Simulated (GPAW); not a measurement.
# zigzag Nb chain, bond 2.823 A: a ladder in the plane-wave cutoff

Two starts of zigzag Nb chain, bond 2.823 A are run at each rung of the plane-wave cutoff. Which rung is enough?

Calculated with GPAW 26.7.0; revPBE; plane waves with GPAW's PAW setups, scalar-relativistic.

### 1. The structure

The cell holds 2 atoms: 2 Nb. Cell: a = 12.000 Å, b = 12.000 Å, c = 3.388 Å, α = 90.0°, β = 90.0°, γ = 90.0°. model lattice. Vacuum lies along a and b. The structure's axis is c.

### 2. Rung 1 (250 eV), start ferro ++

The ladder starts at a low cutoff and climbs, to see from where on the results stand still.

Input file order1.py:

```python
import json
import numpy as np
from ase import Atoms
from ase.parallel import paropen, parprint
from gpaw import GPAW

atoms = Atoms(['Nb', 'Nb'],
    cell=[[12.0, 0.0, 0.0],
         [0.0, 12.0, 0.0],
         [0.0, 0.0, 3.3876]],
    scaled_positions=[[0.4059, 0.5, 0.0],
         [0.5941, 0.5, 0.5]],
    pbc=True,
    magmoms=[1.0, 1.0])
atoms.calc = GPAW(mode={'name': 'pw', 'ecut': 250},
    xc='revPBE',
    kpts={'size': (1, 1, 8), 'gamma': True},
    occupations={'name': 'fermi-dirac', 'width': 0.1},
    convergence={'density': 1e-05, 'energy': 1e-05},
    maxiter=200,
    symmetry={'tolerance': 1e-4},
    txt='order1.txt')
e = atoms.get_potential_energy(force_consistent=True)
res = {'free_energy': e, 'energy_sigma0': atoms.get_potential_energy(), 'fermi_energy': atoms.calc.get_fermi_level()}
res['moments'] = atoms.get_magnetic_moments().tolist()
res['total'] = atoms.get_magnetic_moment()
parprint('site moments (muB):', np.round(res['moments'], 3))
parprint(f"total moment: {res['total']:.3f} muB")
parprint(f'free energy: {e:.6f} eV')
atoms.calc.write('order1.gpw')
with paropen('results.json', 'w') as f:
    json.dump(res, f)
```

The run is started by

```console
OMP_NUM_THREADS=1 python3 order1.py > order1.log
```

What it wrote:

```text
site moments (muB): [-0.  0.]
total moment: -0.000 muB
free energy: -12.110053 eV

--- order1.txt ---
Input parameters:
  mode=PW(ecut=250),
  convergence={'density': 1e-05, 'energy': 1e-05},
  kpts=MonkhorstPack(size=(1, 1, 8), gamma=True),
  maxiter=200,
  occupations=Occupations(name='fermi-dirac', width=0.1),
  symmetry=Symmetry(tolerance=0.0001),
  xc=XC(name='revPBE')

Diagonalizing LCAO Hamiltonian
Converting LCAO to pw mode
        .----------------------------.
       /|                            |
      / |                            |
     /  |                            |
    /   .----------------------------.
   /   /              Nb            /
  /   /                            /
 *   /                            /
 |  /           Nb               /
 | /                            /
 |/                            /
 *----------------------------*

Atoms  # Å, Bohr magnetons
|   | symbol |        x |        y |        z |    initial magnetic moments |
|---|--------|----------|----------|----------|-----------------------------|
| 0 |     Nb | 4.870800 | 6.000000 | 0.000000 | ( 0.0000,  0.0000,  1.0000) |
| 1 |     Nb | 7.129200 | 6.000000 | 1.693800 | ( 0.0000,  0.0000,  1.0000) |

Unit cell  # Å
| periodic |         x |         y |        z |   lengths |    angles |
|----------|-----------|-----------|----------|-----------|-----------|
|      yes | 12.000000 |  0.000000 | 0.000000 | 12.000000 | 90.000000 |
|      yes |  0.000000 | 12.000000 | 0.000000 | 12.000000 | 90.000000 |
|      yes |  0.000000 |  0.000000 | 3.387600 |  3.387600 | 90.000000 |

Number of symmetries: 4

BZ-sampling:
  Number of BZ points: 8
  Number of IBZ points: 5

  Monkhorst-Pack size: [1, 1, 8]
  Monkhorst-Pack shift: [0.0, 0.0, 0.0625]

Plane wave coefficients: 4413
Cutoff: 250.0 eV

Spin-components: 2 (collinear spins)
Bands:           21
Projectors:      12
Spin-degeneracy: 1
Datatype:        complex128

Parallelization:
  kpt:    1
  domain: 1
  band:   1

Density:
  Valence electrons: 26.0
  Components: 2
  Grid points: [45 45 14]
  Charge: 0.0  # |e|

Potential:
  Grid points: [45 45 14]

[... setups left out ...]
Reference energy: -207822.929130  # eV

eigensolver:
  PPCG
  Converge bands: occupied
  niter=2

density mixing:
  MSR1-Mixer
  Pratt-step length: 0.05
  Maximum mixing coefficient: 0.75
  Old densities: 10
  SVD Regularization: 0.005
  Good broyden scale: 1.0
  Trust region scale: 1.0
  Backstep threshold: 4.0
  History deletion threshold: 6.0
  Fourier metric: weight=20.0, sigma=0.015

occupation numbers:
  Fermi-Dirac:
    width: 0.1000  # eV

poisson solver:
  ecut: 2000.0  # eV

xc functional:
  name: revPBE with 2 nearest neighbor stencil

convergence criteria:
- Maximum integral of absolute [dens]ity change: 1e-05 electrons / valence electron
- Maximum [total energy] change in last 3 cyles: 1e-05 eV / valence electron
- Maximum integral of absolute [eigenst]ate change: 4e-08 eV^2 / valence electron
maximum number of iterations: 200

SCF iterations
|iter     |      energy | eigst |  dens |  magmom |
|---------|-------------|-------|-------|---------|
|iter:   1|       0s |  -14.020733 | -0.31 |       |  +1.9722|
|iter:   2|       1s |  -13.492291 | -2.02 | -0.77 |  +1.9148|
|iter:   3|       2s |  -12.225763 | -0.50 | -0.81 |  +1.1890|
|iter:   4|       4s |  -12.098739 | -1.19 | -1.19 |  +1.0669|
|iter:   5|       5s |  -12.721115 | -1.16 | -1.30 |  +0.9199|
|iter:   6|       7s |  -12.018471 | -1.41 | -0.87 |  +0.9158|
|iter:   7|       8s |  -12.033107 | -2.79 | -1.71 |  +0.6929|
|iter:   8|       9s |  -12.037355 | -3.66 | -1.97 |  +0.5368|
|iter:   9|      11s |  -12.038795 | -4.14 | -2.16 |  +0.4247|
|iter:  10|      12s |  -12.040356 | -4.19 | -2.40 |  +0.2759|
|iter:  11|      14s |  -12.040967 | -4.34 | -2.64 |  +0.2010|
|iter:  12|      15s |  -12.041224 | -4.20 | -2.79 |  +0.1138|
|iter:  13|      17s |  -12.041318 | -4.57 | -3.03 |  +0.0668|
|iter:  14|      18s |  -12.041334c| -4.95 | -3.24 |  +0.0364|
|iter:  15|      19s |  -12.041319c| -5.53 | -3.49 |  +0.0216|
|iter:  16|      21s |  -12.041330c| -5.85 | -3.61 |  +0.0136|
|iter:  17|      23s |  -12.041333c| -6.32 | -3.77 |  +0.0084|
|iter:  18|      24s |  -12.041330c| -6.26 | -3.85 |  +0.0028|
|iter:  19|      26s |  -12.041332c| -6.88 | -4.12 |  +0.0011|
|iter:  20|      27s |  -12.041336c| -7.00 | -4.15 |  -0.0006|
|iter:  21|      29s |  -12.041338c| -6.34 | -4.01 |  -0.0033|
|iter:  22|      30s |  -12.041350c| -6.14 | -3.70 |  -0.0036|
|iter:  23|      32s |  -12.041386c| -5.80 | -3.49 |  -0.0011|
|iter:  24|      33s |  -12.041533c| -5.18 | -3.29 |  +0.0005|
|iter:  25|      35s |  -12.041403c| -5.50 | -3.00 |  +0.0009|
|iter:  26|      36s |  -12.041342c| -5.27 | -3.20 |  +0.0006|
|iter:  27|      38s |  -12.041332c| -5.81 | -3.60 |  -0.0003|
|iter:  28|      40s |  -12.041332c| -6.85 | -4.37 |  -0.0003|
|iter:  29|      40s |  -12.041332c| -7.62c| -5.00 |  -0.0000|
|iter:  30|      41s |  -12.041332c| -8.01c| -5.11c|  -0.0000|

Converged in 30 steps
Energy contributions relative to reference atoms: (reference = -207822.929130)

Energy contributions:
  Kinetic:         -25.856331
  Coulomb:          14.612505
  Zero:              0.226380
  External:          0.000000
  Xc:               -0.955166
  Entropy:          -0.137441
  Spinorbit:         0.000000
  ----------------------------
  Free energy:     -12.110053
  Extrapolated:    -12.041332

dipole moment: (-0.000001, 0.000002, -12.358186)  # |e|*Ang

Total magnetic moment: (0.000000, 0.000000, -0.000040)

Local magnetic moments
|        x |        y |         z |
|----------|----------|-----------|
| 0.000000 | 0.000000 | -0.000048 |  # Nb   0
| 0.000000 | 0.000000 |  0.000008 |  # Nb   1

Fermi level: -2.260
Eigenvalues  # (at kpt = [0.000, 0.000, 0.000])
| band index |      eig [eV] | occ [0-1] |      eig [eV] | occ [0-1] |
|------------|---------------|-----------|---------------|-----------|
|          0 |       -57.593 |     1.000 |       -57.593 |     1.000 |
|        ... |               |           |               |           |
|          5 |       -33.574 |     1.000 |       -33.574 |     1.000 |
|          6 |       -33.313 |     1.000 |       -33.313 |     1.000 |
|          7 |       -33.281 |     1.000 |       -33.281 |     1.000 |
|          8 |        -5.200 |     1.000 |        -5.200 |     1.000 |
|          9 |        -4.447 |     1.000 |        -4.447 |     1.000 |
|         10 |        -3.037 |     1.000 |        -3.037 |     1.000 |
|         11 |        -2.747 |     0.992 |        -2.747 |     0.992 |
|         12 |        -2.431 |     0.847 |        -2.431 |     0.847 |
|         13 |        -2.255 |     0.488 |        -2.255 |     0.488 |
|         14 |        -1.548 |     0.001 |        -1.548 |     0.001 |
|         15 |        -1.428 |     0.000 |        -1.428 |     0.000 |
|         16 |        -1.364 |     0.000 |        -1.364 |     0.000 |
|         17 |        -1.281 |     0.000 |        -1.281 |     0.000 |
|         18 |        -1.003 |     0.000 |        -1.003 |     0.000 |
|         19 |        -0.381 |     0.000 |        -0.381 |     0.000 |
|         20 |        -0.064 |     0.000 |        -0.064 |     0.000 |

No gap
No difference between direct/indirect transitions
```

Elapsed: 46 s, on 1 MPI rank of Intel Xeon Platinum 8488C (Sapphire Rapids), shared host; peak memory 0.21 GiB.

Read from the output:

```yaml
final_state: non-magnetic
```

After 30 cycles the seed has died away: no moment is left.

### 3. Rung 1 (250 eV), start antiferro +-

The second start gives the energy difference between the two end states, the quantity that is followed up the ladder.

order2.py is the script of step 2 with these lines changed:

```diff
@@ -13,3 +13,3 @@
     pbc=True,
-    magmoms=[1.0, 1.0])
+    magmoms=[1.0, -1.0])
 atoms.calc = GPAW(mode={'name': 'pw', 'ecut': 250},
@@ -21,3 +21,3 @@
     symmetry={'tolerance': 1e-4},
-    txt='order1.txt')
+    txt='order2.txt')
 e = atoms.get_potential_energy(force_consistent=True)
@@ -29,3 +29,3 @@
 parprint(f'free energy: {e:.6f} eV')
-atoms.calc.write('order1.gpw')
+atoms.calc.write('order2.gpw')
 with paropen('results.json', 'w') as f:
```

The run is started by

```console
OMP_NUM_THREADS=1 python3 order2.py > order2.log
```

What it wrote:

```text
site moments (muB): [ 1.217 -1.217]
total moment: -0.000 muB
free energy: -12.277741 eV

--- order2.txt ---
Input parameters:
  mode=PW(ecut=250),
  convergence={'density': 1e-05, 'energy': 1e-05},
  kpts=MonkhorstPack(size=(1, 1, 8), gamma=True),
  maxiter=200,
  occupations=Occupations(name='fermi-dirac', width=0.1),
  symmetry=Symmetry(tolerance=0.0001),
  xc=XC(name='revPBE')

Diagonalizing LCAO Hamiltonian
Converting LCAO to pw mode
        .----------------------------.
       /|                            |
      / |                            |
     /  |                            |
    /   .----------------------------.
   /   /              Nb            /
  /   /                            /
 *   /                            /
 |  /           Nb               /
 | /                            /
 |/                            /
 *----------------------------*

Atoms  # Å, Bohr magnetons
|   | symbol |        x |        y |        z |    initial magnetic moments |
|---|--------|----------|----------|----------|-----------------------------|
| 0 |     Nb | 4.870800 | 6.000000 | 0.000000 | ( 0.0000,  0.0000,  1.0000) |
| 1 |     Nb | 7.129200 | 6.000000 | 1.693800 | ( 0.0000,  0.0000, -1.0000) |

Number of symmetries: 4

BZ-sampling:
  Number of BZ points: 8
  Number of IBZ points: 5

  Monkhorst-Pack size: [1, 1, 8]
  Monkhorst-Pack shift: [0.0, 0.0, 0.0625]

Plane wave coefficients: 4413
Cutoff: 250.0 eV

Spin-components: 2 (collinear spins)
Bands:           20
Projectors:      12
Spin-degeneracy: 1
Datatype:        complex128

Parallelization:
  kpt:    1
  domain: 1
  band:   1

Density:
[...]
|iter:  18|      22s |  -12.212439c| -6.34 | -3.77 |  +0.0000|
|iter:  19|      23s |  -12.212441c| -6.91 | -4.34 |  +0.0000|
|iter:  20|      24s |  -12.212440c| -7.55c| -4.80 |  +0.0000|
|iter:  21|      24s |  -12.212440c| -7.96c| -5.21c|  -0.0000|

Converged in 21 steps
Energy contributions relative to reference atoms: (reference = -207822.929130)

Energy contributions:
  Kinetic:         -19.331374
  Coulomb:          10.068255
  Zero:              0.194606
  External:          0.000000
  Xc:               -3.078626
  Entropy:          -0.130602
  Spinorbit:         0.000000
  ----------------------------
  Free energy:     -12.277741
  Extrapolated:    -12.212440

dipole moment: (-0.000001, 0.000002, -12.346037)  # |e|*Ang

Total magnetic moment: (0.000000, 0.000000, -0.000002)

Local magnetic moments
|        x |        y |         z |
|----------|----------|-----------|
| 0.000000 | 0.000000 |  1.217375 |  # Nb   0
| 0.000000 | 0.000000 | -1.217379 |  # Nb   1

Fermi level: -2.327
Eigenvalues  # (at kpt = [0.000, 0.000, 0.000])
| band index |      eig [eV] | occ [0-1] |      eig [eV] | occ [0-1] |
|------------|---------------|-----------|---------------|-----------|
|          0 |       -57.677 |     1.000 |       -57.677 |     1.000 |
|        ... |               |           |               |           |
|          5 |       -32.811 |     1.000 |       -32.811 |     1.000 |
|          6 |       -32.790 |     1.000 |       -32.790 |     1.000 |
|          7 |       -32.722 |     1.000 |       -32.722 |     1.000 |
|          8 |        -5.186 |     1.000 |        -5.186 |     1.000 |
[...]
|         16 |        -1.169 |     0.000 |        -1.169 |     0.000 |
|         17 |        -0.747 |     0.000 |        -0.747 |     0.000 |
|         18 |        -0.577 |     0.000 |        -0.577 |     0.000 |
|         19 |         0.041 |     0.000 |         0.181 |     0.000 |

No gap
No difference between direct/indirect transitions
```

The job ended after 29 s (1 MPI rank; peak memory 0.22 GiB).

This step gave:

| Property | Result |
| --- | --- |
| magnetization | 0 μB |
| final state | antiferromagnetic |
| largest moment | 1.217 μB |

This start lies -83.8 meV a seeded atom from the first; its largest moment is 1.22 μB.

### 4. Rung 2 (325 eV), start ferro ++

order1.py is the script of step 2 with these lines changed:

```diff
@@ -14,3 +14,3 @@
     magmoms=[1.0, 1.0])
-atoms.calc = GPAW(mode={'name': 'pw', 'ecut': 250},
+atoms.calc = GPAW(mode={'name': 'pw', 'ecut': 325},
     xc='revPBE',
```

The run is started by

```console
OMP_NUM_THREADS=1 python3 order1.py > order1.log
```

What it wrote:

```text
site moments (muB): [-0.  0.]
total moment: 0.000 muB
free energy: -12.447447 eV

--- order1.txt ---
Input parameters:
  mode=PW(ecut=325),
  convergence={'density': 1e-05, 'energy': 1e-05},
  kpts=MonkhorstPack(size=(1, 1, 8), gamma=True),
  maxiter=200,
  occupations=Occupations(name='fermi-dirac', width=0.1),
  symmetry=Symmetry(tolerance=0.0001),
  xc=XC(name='revPBE')

Diagonalizing LCAO Hamiltonian
[...]
|          7 |       -33.278 |     1.000 |       -33.278 |     1.000 |
|          8 |        -5.192 |     1.000 |        -5.192 |     1.000 |
[...]
|         17 |        -1.283 |     0.000 |        -1.283 |     0.000 |
|         18 |        -1.004 |     0.000 |        -1.004 |     0.000 |
|         19 |        -0.387 |     0.000 |        -0.387 |     0.000 |
|         20 |        -0.065 |     0.000 |        -0.065 |     0.000 |

No gap
No difference between direct/indirect transitions


[key lines of the parts left out:]
Free energy:     -12.447447
Converged in 45 steps
dipole moment: (0.000005, 0.000002, -12.369998)  # |e|*Ang
Fermi level: -2.257
```

Wall time 76 s (1 MPI rank); peak memory 0.25 GiB.

Numbers from this step:

| Item | Value |
| --- | --- |
| final state | non-magnetic |

After 45 cycles the seed has died away: no moment is left.

### 5. Rung 2 (325 eV), start antiferro +-

order2.py is the script of step 3 with these lines changed:

```diff
@@ -14,3 +14,3 @@
     magmoms=[1.0, -1.0])
-atoms.calc = GPAW(mode={'name': 'pw', 'ecut': 250},
+atoms.calc = GPAW(mode={'name': 'pw', 'ecut': 325},
     xc='revPBE',
```

The run is started by

```console
OMP_NUM_THREADS=1 python3 order2.py > order2.log
```

What it wrote:

```text
site moments (muB): [ 1.246 -1.246]
total moment: -0.000 muB
free energy: -12.622989 eV

--- order2.txt ---
Input parameters:
  mode=PW(ecut=325),
  convergence={'density': 1e-05, 'energy': 1e-05},
  kpts=MonkhorstPack(size=(1, 1, 8), gamma=True),
  maxiter=200,
  occupations=Occupations(name='fermi-dirac', width=0.1),
  symmetry=Symmetry(tolerance=0.0001),
  xc=XC(name='revPBE')

Diagonalizing LCAO Hamiltonian
[...]
|          7 |       -32.704 |     1.000 |       -32.704 |     1.000 |
|          8 |        -5.179 |     1.000 |        -5.179 |     1.000 |
[...]
|         16 |        -1.156 |     0.000 |        -1.156 |     0.000 |
|         17 |        -0.734 |     0.000 |        -0.734 |     0.000 |
|         18 |        -0.567 |     0.000 |        -0.567 |     0.000 |
|         19 |         0.191 |     0.000 |         0.191 |     0.000 |

No gap
No difference between direct/indirect transitions


[key lines of the parts left out:]
Free energy:     -12.622989
Converged in 22 steps
dipole moment: (0.000004, 0.000002, -12.357508)  # |e|*Ang
Fermi level: -2.327
```

Wall time 39 s (1 MPI rank); peak memory 0.25 GiB.

Read from the output:

| Item | Value |
| --- | --- |
| magnetization | 0 μB |
| final state | antiferromagnetic |
| largest moment | 1.246 μB |

This start lies -87.8 meV a seeded atom from the first, a change of -3.9 meV since rung 1; its largest moment is 1.25 μB.

### 6. Rung 3 (400 eV), start ferro ++

order1.py is the script of step 4 with these lines changed:

```diff
@@ -14,3 +14,3 @@
     magmoms=[1.0, 1.0])
-atoms.calc = GPAW(mode={'name': 'pw', 'ecut': 325},
+atoms.calc = GPAW(mode={'name': 'pw', 'ecut': 400},
     xc='revPBE',
```

The run is started by

```console
OMP_NUM_THREADS=1 python3 order1.py > order1.log
```

What it wrote:

```text
site moments (muB): [0. 0.]
total moment: 0.001 muB
free energy: -12.534486 eV

--- order1.txt ---
Input parameters:
  mode=PW(ecut=400),
  convergence={'density': 1e-05, 'energy': 1e-05},
  kpts=MonkhorstPack(size=(1, 1, 8), gamma=True),
  maxiter=200,
  occupations=Occupations(name='fermi-dirac', width=0.1),
  symmetry=Symmetry(tolerance=0.0001),
  xc=XC(name='revPBE')

Diagonalizing LCAO Hamiltonian
[...]
|          7 |       -33.266 |     1.000 |       -33.266 |     1.000 |
|          8 |        -5.190 |     1.000 |        -5.190 |     1.000 |
[...]
|         17 |        -1.283 |     0.000 |        -1.282 |     0.000 |
|         18 |        -1.004 |     0.000 |        -1.003 |     0.000 |
|         19 |        -0.389 |     0.000 |        -0.389 |     0.000 |
|         20 |        -0.066 |     0.000 |        -0.066 |     0.000 |

No gap
No difference between direct/indirect transitions


[key lines of the parts left out:]
Free energy:     -12.534486
Converged in 34 steps
dipole moment: (0.000000, 0.000002, -12.371265)  # |e|*Ang
Fermi level: -2.257
```

Elapsed: 77 s, on 1 MPI rank; peak memory 0.3 GiB.

Read from the output:

| Property | Result |
| --- | --- |
| final state | non-magnetic |

After 34 cycles the seed has died away: no moment is left.

### 7. Rung 3 (400 eV), start antiferro +-

order2.py is the script of step 5 with these lines changed:

```diff
@@ -14,3 +14,3 @@
     magmoms=[1.0, -1.0])
-atoms.calc = GPAW(mode={'name': 'pw', 'ecut': 325},
+atoms.calc = GPAW(mode={'name': 'pw', 'ecut': 400},
     xc='revPBE',
```

The run is started by

```console
OMP_NUM_THREADS=1 python3 order2.py > order2.log
```

What it wrote:

```text
site moments (muB): [ 1.253 -1.253]
total moment: -0.000 muB
free energy: -12.711566 eV

--- order2.txt ---
Input parameters:
  mode=PW(ecut=400),
  convergence={'density': 1e-05, 'energy': 1e-05},
  kpts=MonkhorstPack(size=(1, 1, 8), gamma=True),
  maxiter=200,
  occupations=Occupations(name='fermi-dirac', width=0.1),
  symmetry=Symmetry(tolerance=0.0001),
  xc=XC(name='revPBE')

Diagonalizing LCAO Hamiltonian
[...]
|          7 |       -32.688 |     1.000 |       -32.688 |     1.000 |
|          8 |        -5.177 |     1.000 |        -5.177 |     1.000 |
[...]
|         16 |        -1.155 |     0.000 |        -1.155 |     0.000 |
|         17 |        -0.731 |     0.000 |        -0.731 |     0.000 |
|         18 |        -0.564 |     0.000 |        -0.564 |     0.000 |
|         19 |         0.192 |     0.000 |         0.192 |     0.000 |

No gap
No difference between direct/indirect transitions


[key lines of the parts left out:]
Free energy:     -12.711566
Converged in 20 steps
dipole moment: (0.000002, 0.000002, -12.358669)  # |e|*Ang
Fermi level: -2.326
```

Wall time 49 s (1 MPI rank); peak memory 0.3 GiB.

Read from the output:

```
magnetization  : 0 μB
final state    : antiferromagnetic
largest moment : 1.253 μB
```

This start lies -88.5 meV a seeded atom from the first, a change of -0.8 meV since rung 2; its largest moment is 1.25 μB.

(Continued in part 2 of 2.)

[Logs and program files are shortened in this print: banners, set-up blocks, solver, clock and traceback lines can be left out without a mark of their own.]

[Logs are printed without paths, hosts, clocks, repeated set-up lines and the standing remarks that a program may print on its own settings, such as how far it seeks lower states.]

[Hosts, paths, dates, database ids (printed as entryN), source tags and the programs' standing remarks are cut or masked in the printed files.]

[Where a cell is said to come from a database of computed structures, the database is the Materials Project.]
